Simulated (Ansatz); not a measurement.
**NaSnI3 (model cell, started as cubic perovskite with Sn in the octahedra): the cell at rest**

Wanted: the relaxed cell of NaSnI3 (model cell, started as cubic perovskite with Sn in the octahedra).

Main program and level: Ansatz 0.2.0; DFT LDA, scalar-relativistic, plane waves, PAW.

The structure was built from a prototype and need not be the compound's stable phase.

### Step 1. Set-up

The structure is cubic, space group Pm-3m (No. 221). Conventional cell: a = 6.468 Å, b = 6.468 Å, c = 6.468 Å, α = 90.00°, β = 90.00°, γ = 90.00°. Na has 12 I at 4.57 Å nearest. Sn has 6 I at 3.23 Å nearest. Nearest to I lie 2 Sn at 3.23 Å. Farther neighbours and most contacts between anions are not listed.

### Step 2. Probe on a coarse mesh

First a cheap look: the gap decides the mesh and the occupations, the pressure tells how far the cell has to move.

input.yaml reads:

```yaml
crystal:
  lattice:
    - [6.468, 0.0, 0.0]
    - [0.0, 6.468, 0.0]
    - [0.0, 0.0, 6.468]
  atoms:
    - { symbol: Na, position: [0.0, 0.0, 0.0] }
    - { symbol: Sn, position: [0.5, 0.5, 0.5] }
    - { symbol: I, position: [0.5, 0.5, 0.0] }
    - { symbol: I, position: [0.5, 0.0, 0.5] }
    - { symbol: I, position: [0.0, 0.5, 0.5] }
kpoints:
  mp_grid: { grid: [4, 4, 4] }
hamiltonian:
  xc: lda
scf:
  occupations: { method: gaussian, width: 0.1 }
output:
  forces: true
  stress: true
  eigenvalues: true
```

Started as:

```
ansatz run input.yaml --threads 8 --pin off --max-ram 14336MiB --backend cpu --events-out ev --progress --plain --runs-dir out
```

Numbers of over 12 decimals in the logs are rounded to 6 here.

The log of the run:

```text
Engine: ansatz 0.2.0, aarch64-unknown-linux-gnu
Pseudopotentials: kind: paw
Pseudopotential: Na, paw, valence charge 9, recommended cutoff 420 eV (normal), Na.paw.azcp
Pseudopotential: Sn, paw, valence charge 14, recommended cutoff 420 eV (normal), Sn.paw.azcp
Pseudopotential: I, paw, valence charge 17, recommended cutoff 420 eV (normal), I.paw.azcp
Functional definition: SPW92
  exchange = slater_x
[...]
k-point 0: bands = [... 33 lower, 0.8026, 0.8429, 0.8429, 0.8429, 3.6384, 6.6768, 6.6768, 6.6768, ... 3 higher]
  k-point 1: bands = [... 33 lower, 0.7511, 0.8040, 0.8320, 0.8320, 4.0489, 5.1724, 6.4417, 6.4873, ... 3 higher]
  k-point 2: bands = [... 33 lower, 0.7018, 0.8369, 0.8369, 1.1449, 3.6305, 4.7302, 5.6397, 6.4497, ... 3 higher]
  k-point 9: bands = [... 33 lower, 1.2776, 1.2776, 1.2776, 2.2631, 3.0186, 3.0186, 3.0186, 4.1094, ... 3 higher]
[key lines of the parts left out:]
SCF converged after 7 iterations
Free energy (F): -29415.966215 eV
Fermi energy:    2.633801 eV
P = ⅓ Tr σ = -2.5856 GPa (-25.856 kbar)
```

The job ended after 3.2 s (8 threads of Arm Neoverse V1, shared host; peak memory 0.83 GiB).

Numbers from this step:

```
pressure           : -2.586 GPa
volume per atom    : 54.12 Å³
gap on the k-mesh  : 0.7556 eV
direct gap on mesh : 0.7556 eV
```

The coarse mesh shows a gap of 0.76 eV and a pressure of -2.6 GPa.

### Step 3. Relaxation, k-mesh 4×4×4, smearing width 0.02 eV

Harmonic phonons are second derivatives at a point where the forces vanish, and they are wanted at zero stress, so atoms and cell are relaxed first.

input.yaml, the sections that differ from step 2:

```yaml
scf:
  occupations: { method: gaussian, width: 0.02 }
output:
  forces: true
  stress: true
  eigenvalues: true
  write_density: true
  write_potential: true
  elf: true
  volumetric_format: npy
relax:
  adjacent_minimum: "off"
  f_tol: 0.005
  max_steps: 80
  cell: { stress_tol: 0.05 }
# crystal, kpoints, hamiltonian: as in step 2
```

The log of the run:

```text
[...]
Crystal: 5 atoms, lattice volume = 270.589 Å³
Basis set: ecut = 420 eV, 5257 PW (Γ)
Bands: 45, of which v1, the nominal top of the filled ones, is band 37 counted from 1 (36 counted from 0)
Symmetry: 48 space group operations
[...]
k-points: 10 of 64
[...]
SCF iter   1: F=—  HF=-29415.975271 eV  |F-HF|=—  |Δ(HF+E_count)|=         —  Δρ=4.12e-3  dr2=3.33e-2  ethr=1.77e-3  ⟨swp⟩=8.9  Hψ=1968  notcnv=0
[...]
SCF iter   8: F=-29415.966215 eV  HF=-29415.966215 eV  |F-HF|=3.05e-9  |Δ(HF+E_count)|=   1.52e-8  Δρ=1.09e-6  dr2=4.93e-9  ethr=1.35e-10  ⟨swp⟩=8.6  Hψ=2420  notcnv=0
SCF 1 converged in 8 iterations: F = -29415.966215 eV  dr2 = 4.93e-9
[...]
relax step   1: F+E_penalty+E_count = -29415.96621496 eV  Δ(F+E_penalty+E_count) = +0.000e0 eV  max|allowed force component| = 5.149e-29 eV/Å  Δτ_max = 0.0000 Å  P = -2.586 GPa  Ω = 270.589 Å³  (8 SCF iters, dr2 threshold 1.00e-7 eV, accepted)
Crystal: 5 atoms, lattice volume = 250.527 Å³
Basis set: ecut = 420 eV, 4945 PW (Γ)
[...]
iter 1 solved again at ethr=4.16e-5 eV; its pass at ethr=3.10e-3 eV (dr2=3.08e-2 eV) is discarded
[...]
SCF iter   7: F=-29416.254933 eV  HF=-29416.254933 eV  |F-HF|=1.33e-8  |Δ(HF+E_count)|=   2.14e-7  Δρ=3.45e-6  dr2=3.51e-8  ethr=6.76e-10  ⟨swp⟩=12.7  Hψ=3487  notcnv=0
SCF 2 converged in 7 iterations: F = -29416.254933 eV  dr2 = 3.51e-8
relax step   2: F+E_penalty+E_count = -29416.25493295 eV  Δ(F+E_penalty+E_count) = -2.887e-1 eV  max|allowed force component| = 3.315e-29 eV/Å  Δτ_max = 0.0000 Å  P = -1.932 GPa  Ω = 250.527 Å³  energy of the carried Pulay correction = +2.106e-3 eV  (7 SCF iters, dr2 threshold 5.00e-7 eV, accepted)
Crystal: 5 atoms, lattice volume = 214.783 Å³
Basis set: ecut = 420 eV, 4169 PW (Γ)
[...]
SCF iter   6: F=-29416.462416 eV  HF=-29416.462417 eV  |F-HF|=1.19e-7  |Δ(HF+E_count)|=   8.28e-6  Δρ=9.14e-6  dr2=1.55e-7  ethr=6.76e-10  ⟨swp⟩=15.0  Hψ=3993  notcnv=0
SCF 3 converged in 6 iterations: F = -29416.462416 eV  dr2 = 1.55e-7
[...]
relax step   3: F+E_penalty+E_count = -29416.46241648 eV  Δ(F+E_penalty+E_count) = -2.075e-1 eV  max|allowed force component| = 2.229e-29 eV/Å  Δτ_max = 0.0000 Å  P = +0.420 GPa  Ω = 214.783 Å³  energy of the carried Pulay correction = +6.290e-3 eV  (6 SCF iters, dr2 threshold 5.00e-7 eV, accepted)
[...]
relax step   4: F+E_penalty+E_count = -29416.46674063 eV  Δ(F+E_penalty+E_count) = -4.324e-3 eV  max|allowed force component| = 8.046e-29 eV/Å  Δτ_max = 0.0000 Å  P = -0.121 GPa  Ω = 220.396 Å³  energy of the carried Pulay correction = +5.593e-3 eV  (6 SCF iters, dr2 threshold 4.41e-7 eV, accepted)
[...]
relax step   5: F+E_penalty+E_count = -29416.46739983 eV  Δ(F+E_penalty+E_count) = -6.592e-4 eV  max|allowed force component| = 3.762e-29 eV/Å  Δτ_max = 0.0000 Å  P = -0.004 GPa  Ω = 219.117 Å³  energy of the carried Pulay correction = +5.750e-3 eV  (5 SCF iters, dr2 threshold 3.65e-8 eV, accepted)
[...]
SCF iter   6: F=-29416.462459 eV  HF=-29416.462459 eV  |F-HF|=0.00e0  |Δ(HF+E_count)|=  1.46e-11  Δρ=6.66e-8  dr2=1.27e-11  ethr=1.00e-12  ⟨swp⟩=9.1  Hψ=2365  notcnv=0
SCF 6 converged in 6 iterations: F = -29416.462459 eV  dr2 = 1.27e-11
relax step   6: F+E_penalty+E_count = -29416.46245933 eV  Δ(F+E_penalty+E_count) = +4.940e-3 eV  max|allowed force component| = 2.863e-29 eV/Å  Δτ_max = 0.0000 Å  P = -0.014 GPa  Ω = 219.117 Å³  stress off target by 1.38e-2 GPa  SCF on the basis re-selected at this cell (its energy is not comparable with the rows above)  (6 SCF iters)
basis re-selected at this cell: Δ(F+E_penalty+E_count) = +4.940e-3 eV, ΔP = -0.010 GPa vs the last step (what re-selecting the basis moved, of the pressure what is left beyond the Pulay correction that the steps carried, after the strain that the cell walked since its last selection, with what the two solves' SCF thresholds leave and, on support functions, any second-order correction that the steps lacked; it is no m [...]
SCF converged after 6 iterations
Free energy (F): -29416.462459 eV
[...]
Internal energy: -29416.461977 eV  (E = F + TS)
E sigma→0 (E₀):  -29416.462218 eV
Entropy (-TS):   -0.000482 eV (-0.096 meV/atom)
Fermi energy:    4.996720 eV
[...]
--- Stress (GPa, compression-positive) ---
       -0.013845       0.000000       0.000000
        0.000000      -0.013845       0.000000
        0.000000       0.000000      -0.013845
  P = ⅓ Tr σ = -0.0138 GPa (-0.138 kbar)
--- Band table (eV; the first three rows and the last of 10) ---
  k-point 0: bands = [... 33 lower, 2.2892, 2.3792, 2.3792, 2.3792, 5.2556, 8.5387, 8.5387, 8.5387, ... 4 higher]
  k-point 1: bands = [... 33 lower, 2.1985, 2.3527, 2.3527, 2.4017, 5.8188, 7.7357, 8.3414, 8.6970, ... 4 higher]
  k-point 2: bands = [... 33 lower, 2.1133, 2.3591, 2.3591, 3.2479, 5.6284, 6.9943, 7.3260, 8.9197, ... 4 higher]
  k-point 9: bands = [... 33 lower, 3.0006, 3.0006, 3.0006, 5.0028, 5.0028, 5.0028, 5.1105, 5.6560, ... 4 higher]
--- Relaxed structure (5 steps of the walk, 5 accepted, 1 SCFs on fresh bases) ---
  F+E_penalty+E_count = -29416.46245933 eV   max|allowed force component| = 2.863e-29 eV/Å   (the final SCF, on the basis selected at the relaxed cell)
  cell:  # Å, volume = 219.1173 Å³
    - [6.028726, 0, 0]
    - [0, 6.028726, 0]
    - [0, 0.0, 6.028726]
  atoms:
    - { symbol: Na, position: [0, 0, 0] }
    - { symbol: Sn, position: [0.5, 0.5, 0.5] }
    - { symbol: I, position: [0.5, 0.5, 0] }
    - { symbol: I, position: [0.5, 0, 0.5] }
    - { symbol: I, position: [0, 0.5, 0.5] }
```

The job ended after 27 s (8 threads; peak memory 0.88 GiB; 68 s of CPU time).

Relaxation path:

| step | energy less that of the first step (eV) | largest force component (eV/Å) | pressure (GPa) | volume (Å³) |
| --- | --- | --- | --- | --- |
| 1 | 0.0000 | 0.0000 | -2.59 | 270.59 |
| 2 | -0.2887 | 0.0000 | -1.93 | 250.53 |
| 3 | -0.4962 | 0.0000 | 0.42 | 214.78 |
| 4 | -0.5005 | 0.0000 | -0.12 | 220.40 |
| 5 | -0.5012 | 0.0000 | 0.00 | 219.12 |
| 6* | -0.4962 | 0.0000 | -0.01 | 219.12 |

Relaxation steps marked * repeat the geometry before them on a plane-wave basis chosen anew for their cell, so energy and pressure can jump there.

The run keeps the 48 symmetry operations that it works with, so distortions that break them were not tested.

| conventional cell, symmetrised | before | after | change |
| --- | --- | --- | --- |
| a (Å) | 6.468 | 6.029 | -6.8 % |
| b (Å) | 6.468 | 6.029 | -6.8 % |
| c (Å) | 6.468 | 6.029 | -6.8 % |
| volume (Å³/atom) | 54.12 | 43.82 | -19.0 % |

Numbers from this step:

```yaml
pressure: -0.01384 GPa
volume_per_atom: 43.82 Å³
gap_on_the_k_mesh: 0 eV
```

Electrostatic potential energy in the ac plane at fractional y = 0.500, with atoms of Sn and I within 0.2 Å of it. With pseudopotentials it is smooth inside the atoms' cores, unlike the true potential.

Ten even steps from '_' (-15 eV) to '@' (20 eV), each cell a mean:
```
**********==__--%%**__..++********
**********++..__..____--++********
************==::....--++**********
************++++====++************
++++********++++====++++******++++
..::==++**++==::....--++++**++--..
..__..==++==..__--::__--++++--____
%%--__--++--__++@@%%::..====..__**
@@==__--++--__##@@@@--..====....%%
++..__==++==__--##++__::++++::__--
____--++++++--______..==++++==..__
--==++******++==----==++******++==
************++++++++++************
************++==----==++**********
**********++--______..==**********
**********==__..==--__::++********
**********--__++@@%%....++********
```
Columns run along a (6.0 Å; values clipped at the 3rd and 97th percentile), rows up along c (6.0 Å). Atoms in or near the plane, at fractional coordinates: Sn at (0.50, 0.50), I at (0.50, 0.00), I at (0.00, 0.50).

Valence density in the ac plane at fractional y = 0.500, with atoms of Sn and I within 0.2 Å of it. It is the smooth field of the valence electrons, not physical close to the nuclei.

Ten steps, logarithmic in the rise over the least value, from '_' (0 e/Å³) to '@' (16 e/Å³), each cell a mean:
```
________..::==##@@@@**--..________
________..::--++****==::..________
__________..::------::....________
____________..::::::....__________
::....______....::......____......
----::........::----::........::--
**++--::....--++****==::....::==**
@@%%==::::::==##%%%%**--..::--**@@
@@%%++--::::==##@@%%**--::::--**@@
%%**==::..::--**####++::..::--++##
====::......::--====--......::--==
::::....____..::::::....____..::::
....________....::::....______....
__________....::--::::..__________
__________..::==++==--::..________
________..::==**%%%%++--..________
________..::==%%@@@@**--::________
```
Columns run along a (6.0 Å), rows up along c (6.0 Å). Atoms in or near the plane, at fractional coordinates: Sn at (0.50, 0.50), I at (0.50, 0.00), I at (0.00, 0.50).

ELF in the ac plane at fractional y = 0.500, with atoms of Sn and I within 0.2 Å of it. It is the smooth field of the valence electrons, not physical close to the nuclei.

Ten even steps from '_' (0.01) to '@' (0.78), each cell a mean:
```
____..==@@@@%%++::--**%%@@##::____
______::**@@%%##****##@@%%==..____
--::____--##%%%%##%%%%%%++..__..::
%%**--....::++**##****==..__..==##
@@@@##--....::--====--::....++%%@@
%%%%@@**::::--========--::==%%@@%%
**##%%##==--==--::::====--**%%##**
--==####++--==..____::====**%%**--
====####++--==..____::====####**::
==**####++--==::....--==--**%%##++
##%%%%##----==========--::++%%%%%%
@@@@%%++....----------::..::##@@@@
@@%%++..__..--++++++==::....--**@@
++--..__..++##########**--..__::==
..____..++%%%%######%%@@##--____..
______--%%@@%%**====##%%@@**::____
____..++@@@@##====--**%%@@%%--____
```
Columns run along a (6.0 Å), rows up along c (6.0 Å). Atoms in or near the plane, at fractional coordinates: Sn at (0.50, 0.50), I at (0.50, 0.00), I at (0.00, 0.50).

In this step the volume went from 54.12 to 43.82 Å³/atom.

### Step 4. Relaxation, k-mesh 6×6×6, smearing width 0.1 eV

The relaxation is repeated from its end, on the mesh and smearing that suit the cell and gap now reached.

input.yaml reads:

```yaml
crystal:
  lattice:
    - [6.0287258465, 0.0, 0.0]
    - [0.0, 6.0287258465, 0.0]
    - [0.0, 0.0, 6.0287258465]
  atoms:
    - { symbol: Na, position: [0.0, 0.0, 0.0] }
    - { symbol: Sn, position: [0.5, 0.5, 0.5] }
    - { symbol: I, position: [0.5, 0.5, 0.0] }
    - { symbol: I, position: [0.5, 0.0, 0.5] }
    - { symbol: I, position: [0.0, 0.5, 0.5] }
kpoints:
  mp_grid: { grid: [6, 6, 6] }
hamiltonian:
  xc: lda
scf:
  occupations: { method: gaussian, width: 0.1 }
output:
  forces: true
  stress: true
  eigenvalues: true
relax:
  adjacent_minimum: "off"
  f_tol: 0.005
  max_steps: 80
  cell: { stress_tol: 0.05 }
```

The log of the run:

```text
[...]
Crystal: 5 atoms, lattice volume = 219.117 Å³
Basis set: ecut = 420 eV, 4337 PW (Γ)
Bands: 45, of which v1, the nominal top of the filled ones, is band 37 counted from 1 (36 counted from 0)
[... 1 set-up line as in the run before ...]
[...]
k-points: 20 of 216
[...]
--- Relaxed structure (3 steps of the walk, 3 accepted, 1 SCFs on fresh bases) ---
[...]
cell:  # Å, volume = 217.0821 Å³
    - [6.010003, 0, 0]
    - [0, 6.010003, 0.0]
    - [0, 0.0, 6.010003]
  atoms:
    - { symbol: Na, position: [0, 0, 0] }
    - { symbol: Sn, position: [0.5, 0.5, 0.5] }
    - { symbol: I, position: [0.5, 0.5, 0] }
    - { symbol: I, position: [0.5, 0, 0.5] }
    - { symbol: I, position: [0, 0.5, 0.5] }
[key lines of the parts left out:]
SCF converged after 5 iterations
Free energy (F): -29416.554955 eV
Fermi energy:    5.075931 eV
P = ⅓ Tr σ = 0.0020 GPa (0.020 kbar)
```

Wall time 21 s (8 threads); peak memory 0.83 GiB.

Relaxation path:

| step | energy less that of the first step (eV) | largest force component (eV/Å) | pressure (GPa) | volume (Å³) |
| --- | --- | --- | --- | --- |
| 1 | 0.0000 | 0.0000 | -0.18 | 219.12 |
| 2 | -0.0011 | 0.0000 | -0.08 | 218.03 |
| 3 | -0.0014 | 0.0000 | 0.00 | 217.08 |
| 4* | -0.0012 | 0.0000 | 0.00 | 217.08 |

Relaxation steps marked * repeat the geometry before them on a plane-wave basis chosen anew for their cell, so energy and pressure can jump there.

Forces are held to the 48 operations that the run works with; a distortion that breaks them can't arise in this run.

| conventional cell, symmetrised | before | after | change |
| --- | --- | --- | --- |
| a (Å) | 6.029 | 6.010 | -0.3 % |
| b (Å) | 6.029 | 6.010 | -0.3 % |
| c (Å) | 6.029 | 6.010 | -0.3 % |
| volume (Å³/atom) | 43.82 | 43.42 | -0.9 % |

Final coordinates:

```xyz
5
Lattice="6.0100 0.0000 0.0000 0.0000 6.0100 0.0000 0.0000 0.0000 6.0100" Properties=species:S:1:pos:R:3 pbc="T T T"
Na    0.0000    0.0000    0.0000
Sn    3.0050    3.0050    3.0050
I     3.0050    3.0050    0.0000
I     3.0050    0.0000    3.0050
I     0.0000    3.0050    3.0050
```

This step gave:

* pressure: 0.001958 GPa
* volume per atom: 43.42 Å³

In this step the volume went from 43.82 to 43.42 Å³/atom.

### Step 5. Tight relaxation

Phonons need a cell at rest on their own settings, so the relaxation is repeated with tight tolerances on forces and stress, using the mesh and the filling of the phonon run that follows.

input.yaml reads:

```yaml
crystal:
  lattice:
    - [6.0100029661, 0.0, 0.0]
    - [0.0, 6.0100029661, 0.0]
    - [0.0, 0.0, 6.0100029661]
  atoms:
    - { symbol: Na, position: [0.0, 0.0, 0.0] }
    - { symbol: Sn, position: [0.5, 0.5, 0.5] }
    - { symbol: I, position: [0.5, 0.5, 0.0] }
    - { symbol: I, position: [0.5, 0.0, 0.5] }
    - { symbol: I, position: [0.0, 0.5, 0.5] }
kpoints:
  mp_grid: { grid: [6, 6, 6] }
hamiltonian:
  xc: lda
scf:
  occupations: { method: methfessel_paxton, width: 0.15 }
output:
  forces: true
  stress: true
  eigenvalues: true
relax:
  adjacent_minimum: "off"
  f_tol: 0.001
  max_steps: 60
  cell: { stress_tol: 0.01 }
```

The log of the run:

```text
[...]
Crystal: 5 atoms, lattice volume = 217.082 Å³
Basis set: ecut = 420 eV, 4169 PW (Γ)
Bands: 45, of which v1, the nominal top of the filled ones, is band 37 counted from 1 (36 counted from 0)
[... 1 set-up line as in the run before ...]
[...]
k-points: 20 of 216
[...]
--- Relaxed structure (1 steps of the walk, 1 accepted, 1 SCFs on fresh bases) ---
[...]
cell:  # Å, volume = 217.0821 Å³
    - [6.0100029661, 0.0, 0.0]
    - [0.0, 6.0100029661, 0.0]
    - [0.0, 0.0, 6.0100029661]
  atoms:
    - { symbol: Na, position: [0.0, 0.0, 0.0] }
    - { symbol: Sn, position: [0.5, 0.5, 0.5] }
    - { symbol: I, position: [0.5, 0.5, 0.0] }
    - { symbol: I, position: [0.5, 0.0, 0.5] }
    - { symbol: I, position: [0.0, 0.5, 0.5] }
[key lines of the parts left out:]
SCF converged after 6 iterations
Free energy (F): -29416.554278 eV
Fermi energy:    5.111316 eV
P = ⅓ Tr σ = 0.0004 GPa (0.004 kbar)
```

The job ended after 12 s (8 threads; peak memory 0.82 GiB; 36 s of CPU time).

Little changed from the start: no atom moved by 0.005 Å and no cell edge by 0.1 %.

Numbers from this step:

| Property | Result |
| --- | --- |
| pressure | 4.09e-4 GPa |

The forces vanish by symmetry and the pressure is 0.000 GPa, within the tolerances set. The cell now holds 43.42 Å³/atom.

### Step 6. Results

| Property | Result |
| --- | --- |
| space group after relaxation (within 0.01 Å) | Pm-3m |
| lattice constant a | 6.010 Å |
| lattice constant b | 6.010 Å |
| lattice constant c | 6.010 Å |
| volume per atom | 43.4 Å³ |

The forces vanish by symmetry and the pressure is 0.000 GPa, within the tolerances set. The cell now holds 43.42 Å³/atom. The relaxation keeps the symmetry of its start, so it says nothing on stability against lower symmetry. Spin-orbit coupling is left out, which can matter for the heavy elements here. The starting cell was built on a prototype and not taken from a measurement, so the phase need not exist.

[Logs are printed without paths, hosts, clocks, repeated set-up lines and the standing remarks that a program may print on its own settings, such as how far it seeks lower states.]

[Hosts, paths, dates, database ids (printed as entryN), source tags and the programs' standing remarks are cut or masked in the printed files.]
